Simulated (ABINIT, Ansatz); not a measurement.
# SnH2 (P-3m1): zone-centre phonons, part 4 of 4

Wanted: the vibrations of SnH2 (P-3m1) at Γ, by two programs.

ABINIT 10.8.3; DFT LDA, scalar-relativistic, plane waves, HGH norm-conserving pseudopotentials.

So far, highest optical zone-centre mode (no LO-TO term) (cm⁻¹): step 5 (modes with the sum rule) 800; step 6 (ASR 0, chneut 0) 800.

The structure was built from a prototype and need not be the compound's stable phase.

## Step 7: A second program

The same cell goes through another code, with its own cutoff. The potentials differ.

This step: DFT LDA, scalar-relativistic, plane waves, PseudoDojo norm-conserving pseudopotentials (Ansatz 0.2.0).

input.yaml

```yaml
crystal:
  lattice:
    - [3.5573196555, 0.0, 0.0]
    - [-1.7786598277, 3.080729191, 0.0]
    - [0.0, 0.0, 3.1336174665]
  atoms:
    - { symbol: Sn, position: [0.0, 0.0, 0.0] }
    - { symbol: H, position: [0.3333333333, 0.6666666667, 0.2193723933] }
    - { symbol: H, position: [0.6666666667, 0.3333333333, 0.7806276067] }
kpoints:
  mp_grid: { grid: [9, 9, 8] }
hamiltonian:
  xc: lda
  pseudopotentials: { kind: nc, accuracy: standard }
scf:
  occupations: { method: gaussian, width: 0.27211 }
output:
  eigenvalues: true
phonons:
  method: dfpt
```

Launch:

```
> ansatz run input.yaml --threads 4 --pin off --max-ram 8192MiB --backend cpu --events-out ev --progress --plain --runs-dir out
```

Log:

```text
Engine: ansatz 0.2.0, aarch64-unknown-linux-gnu
Pseudopotentials: kind: nc
Pseudopotential: Sn, nc, valence charge 14, recommended cutoff 979.609905 eV (normal), Sn.nc.azcp (PseudoDojo's, or run here from an input of PseudoDojo's; its table is named by hamiltonian.pseudopotentials.accuracy)
Pseudopotential: H, nc, valence charge 1, recommended cutoff 1006.821291 eV (normal), H.nc.azcp (PseudoDojo's, or run here from an input of PseudoDojo's; its table is named by hamiltonian.pseudopotentials.accuracy)
Functional definition: SPW92
  exchange = slater_x
  correlation = pw_c
Crystal: 3 atoms, lattice volume = 34.342 Å³
Basis set: ecut = 1006.821291 eV, 2495 PW (Γ), exchange–correlation on 80×80×72 points (8 copies of the dense FFT grid, shifted against one another)
Bands: 12, of which v1, the nominal top of the filled ones, is band 8 counted from 1 (7 counted from 0)
Symmetry: 12 space group operations
k-points: 185 of 648 (irreducible under 2 space group operations, time reversal used)
Non-local potential: Sn, projectors of the file, l = 0: 2, l = 1: 2, l = 2: 2
Non-local potential: H, projectors of the file, l = 0: 2, l = 1: 1
Initial density: superposition of atomic densities (chi_scale 0.1, normalization cell, long waves kept (reshape's long-wave potential 0.00 eV rms))
Initial wavefunctions: pseudopotential atomic-orbital guess
Functional: x = slater, c = lda
SCF iter   1: F=—  HF=-2168.594057 eV  |F-HF|=—  |Δ(HF+E_count)|=         —  Δρ=5.20e-2  dr2=9.77e-1  ethr=3.10e-3  ⟨swp⟩=5.5  Hψ=12625  notcnv=0
preconditioner: auto → none  [metal: Δε(μ)=0.081 eV  Ē_g=20.033 eV  σ=0.272 eV  W_gap=0.17  n_scr=8 (ndim 8)  ℏωp=25.3 eV  f_vac=0.000  D(μ)=0.49/eV (n_scr^D=0)  sad-step TF]
SCF iter   2: F=—  HF=-2168.349073 eV  |F-HF|=—  |Δ(HF+E_count)|=   2.45e-1  Δρ=2.76e-2  dr2=3.02e-1  ethr=3.10e-3  ⟨swp⟩=1.0  Hψ=3707  notcnv=0
SCF iter   3: F=—  HF=-2168.245363 eV  |F-HF|=—  |Δ(HF+E_count)|=   1.04e-1  Δρ=2.93e-3  dr2=1.22e-3  ethr=1.89e-3  ⟨swp⟩=2.0  Hψ=3252  notcnv=0
SCF iter   4: F=—  HF=-2168.246095 eV  |F-HF|=—  |Δ(HF+E_count)|=   7.31e-4  Δρ=9.31e-4  dr2=1.84e-4  ethr=7.60e-6  ⟨swp⟩=2.4  Hψ=4294  notcnv=0
SCF iter   5: F=—  HF=-2168.246022 eV  |F-HF|=—  |Δ(HF+E_count)|=   7.26e-5  Δρ=1.66e-4  dr2=9.51e-6  ethr=1.15e-6  ⟨swp⟩=2.1  Hψ=3230  notcnv=0
SCF iter   6: F=—  HF=-2168.246017 eV  |F-HF|=—  |Δ(HF+E_count)|=   5.31e-6  Δρ=2.17e-5  dr2=7.38e-8  ethr=5.94e-8  ⟨swp⟩=2.0  Hψ=2712  notcnv=0
SCF iter   7: F=—  HF=-2168.246017 eV  |F-HF|=—  |Δ(HF+E_count)|=   3.74e-7  Δρ=3.58e-6  dr2=9.76e-10  ethr=4.61e-10  ⟨swp⟩=2.1  Hψ=3705  notcnv=0  defer=23
SCF iter   8: F=—  HF=-2168.246017 eV  |F-HF|=—  |Δ(HF+E_count)|=  3.43e-10  Δρ=4.39e-7  dr2=3.54e-11  ethr=6.10e-12  ⟨swp⟩=3.1  Hψ=4087  notcnv=0  defer=23
SCF iter   9: F=-2168.246017 eV  HF=-2168.246017 eV  |F-HF|=0.00e0  |Δ(HF+E_count)|=  1.36e-11  Δρ=5.28e-8  dr2=5.10e-13  ethr=1.00e-12  ⟨swp⟩=8.4  Hψ=12501  notcnv=0
SCF 1 converged in 9 iterations: F = -2168.246017 eV  dr2 = 5.10e-13
DFPT response loops at Γ: preconditioner auto → Kerker (q_TF=auto, 2.402 Å⁻¹) (partly filled bands, converged f_vac=0.000); β = 1.00, the filter's whole step (`scf.mixing.beta` (0.50) is not read by the response loops under this deck's `scf.mixing.preconditioner`; to damp them name `kerker` or `kerker_dos`, under which they read `scf.mixing.beta`, and type it under 1.00, their step now; both keys bind the ground state too); Broyden in place of MSR1
SCF converged after 9 iterations
Free energy (F): -2168.246017 eV
Harris-Foulkes:  -2168.246017 eV  (|F-HF|=0.00e0)
Internal energy: -2168.228065 eV  (E = F + TS)
E sigma→0 (E₀):  -2168.237041 eV
Entropy (-TS):   -0.017952 eV (-5.984 meV/atom)
Fermi energy:    8.582067 eV
--- Per-component energies (eV) ---
  E_band       = -103.087701
  E_kinetic    = 1303.906367
  E_local      = -1425.778838  (includes V_loc(G=0)·N_el)
  E_nonlocal   = -610.311120
  E_hartree    = 497.425686
  E_xc         = -609.021592
  E_vxc        = -365.755455  (∫ρ·V_xc dr)
  E_ewald      = -1324.448568
  E_smearing   = -0.017952  (= −TS)
  E_closure    = 0.000000  (closes the sum)
  Σ components = -2168.246017   (vs F -2168.246017, Δ=0.00e0)
--- Band table (eV; the first three rows and the last of 185) ---
  k-point 0: bands = [... 4 lower, -12.5088, -3.1105, 7.9546, 12.4665, 12.7140, 12.7140, 15.0821, 16.5255]
  k-point 1: bands = [... 4 lower, -12.5220, -2.8869, 7.3598, 12.4742, 12.9554, 12.9554, 13.4369, 17.2944]
  k-point 2: bands = [... 4 lower, -12.5536, -2.2313, 5.6745, 12.1275, 13.2439, 13.6229, 13.6229, 17.8897]
  k-point 184: bands = [... 4 lower, -12.4413, 1.7323, 4.6104, 6.8965, 7.8058, 11.5135, 12.2688, 17.8059]
--- Phonons (Γ-DFPT): 4 representative perturbations + reference, on 185 of 648 k-points (Σ response iterations 12) ---
  k mesh reduced under 2 symmetry operations, with k and −k counted as one. Each operation leaves every solved perturbation unchanged. A smaller set is not used because it would not reduce the number of displacements times k-points to solve
  ASR residual: 5.240e-5 → 0.000e0 eV/Å²; symmetrization residual: 2.721e-6 eV/Å²
  ASR residual per site (eV/Å²): 5.24e-5 4.39e-6 4.39e-6
  Γ frequencies (cm⁻¹): -245.80 -245.80 0.00 0.00 0.00 460.30 790.95 820.25 820.25
  non-analytic LO–TO correction: not included (Born effective charges unavailable; polar crystals: no LO–TO splitting at Γ)
```

Wall time 17 s (4 threads of Arm Neoverse V2, shared host); peak memory 0.81 GiB; 65 s of CPU time.

Numbers from this step:

| Item | Value |
| --- | --- |
| sum-rule residual before enforcement | 5.24e-5 eV/Å² |
| highest optical zone-centre mode (no LO-TO term) | 820.2 cm⁻¹ |
| lowest optical zone-centre mode | -245.8 cm⁻¹ |

## Step 8: Side by side: ABINIT HGH and Ansatz, PseudoDojo

Worked out from the results:

```
root-mean-square difference : 52.51 cm⁻¹
largest difference          : 88.54 cm⁻¹
```

Frequencies side by side, by row:

```
q (reciprocal lattice)  mode  ABINIT HGH (cm⁻¹)  Ansatz, PseudoDojo (cm⁻¹)
                 0 0 0     1             -334.3                     -245.8
                 0 0 0     2             -334.3                     -245.8
                 0 0 0     3                  0                          0
                 0 0 0     4                  0                          0
                 0 0 0     5                  0                          0
                 0 0 0     6              463.9                      460.3
                 0 0 0     7              792.7                        791
                 0 0 0     8              799.6                      820.2
                 0 0 0     9              799.6                      820.2
```

At the zone centre the largest difference (acoustic modes at Γ apart) is 11 % of the highest mode, but 26 % of the mode at 334i cm⁻¹ on which it sits.

## Step 9: Outcome

| Property | Result |
| --- | --- |
| space group after relaxation | P-3m1 |
| volume per atom | 11.4 Å³ |
| highest optical zone-centre mode (no LO-TO term) | 799.6 cm⁻¹ |
| lowest optical zone-centre mode | -334.3 cm⁻¹ |
| imaginary optical modes at the zone centre (no q mesh in this session) | yes |
| largest difference from Ansatz, PseudoDojo | 88.5 cm⁻¹ |

**Reading.** At the LDA level the optical modes of SnH2 (P-3m1) at the zone centre run from 334i to 800 cm⁻¹, so the structure is a saddle point, with 2 modes beyond 10i cm⁻¹ there. On other potentials, and in a cell that was not relaxed for them, the second run differs strongly on some modes. The base run prints -0.54 GPa, mostly the error of a finite basis; the relaxation, with a smoothed and higher cutoff, had brought the cell to rest. ABINIT HGH and Ansatz, PseudoDojo differ by 52.5 cm⁻¹ in the root mean square and by 88.5 cm⁻¹ at most, 11.1 % of the highest mode compared (acoustic modes at Γ left out); the two use different potentials, and the cell was not relaxed for the second set. These are harmonic frequencies at zero temperature: anharmonic shifts and linewidths and thermal expansion are left out. The HGH files keep few electrons and have no core correction, which is cheap but rough for Sn. In a metal the frequencies hang on the k mesh and the smearing, most of all near Kohn anomalies. The structure is a hypothetical one, built on a prototype.

[Host names and launcher messages were left out of these logs when they were recorded.]

[Logs are printed without paths, hosts, clocks, repeated set-up lines and the standing remarks that a program may print on its own settings, such as how far it seeks lower states.]

[Hosts, paths, dates, database ids (printed as entryN), source tags and the programs' standing remarks are cut or masked in the printed files.]
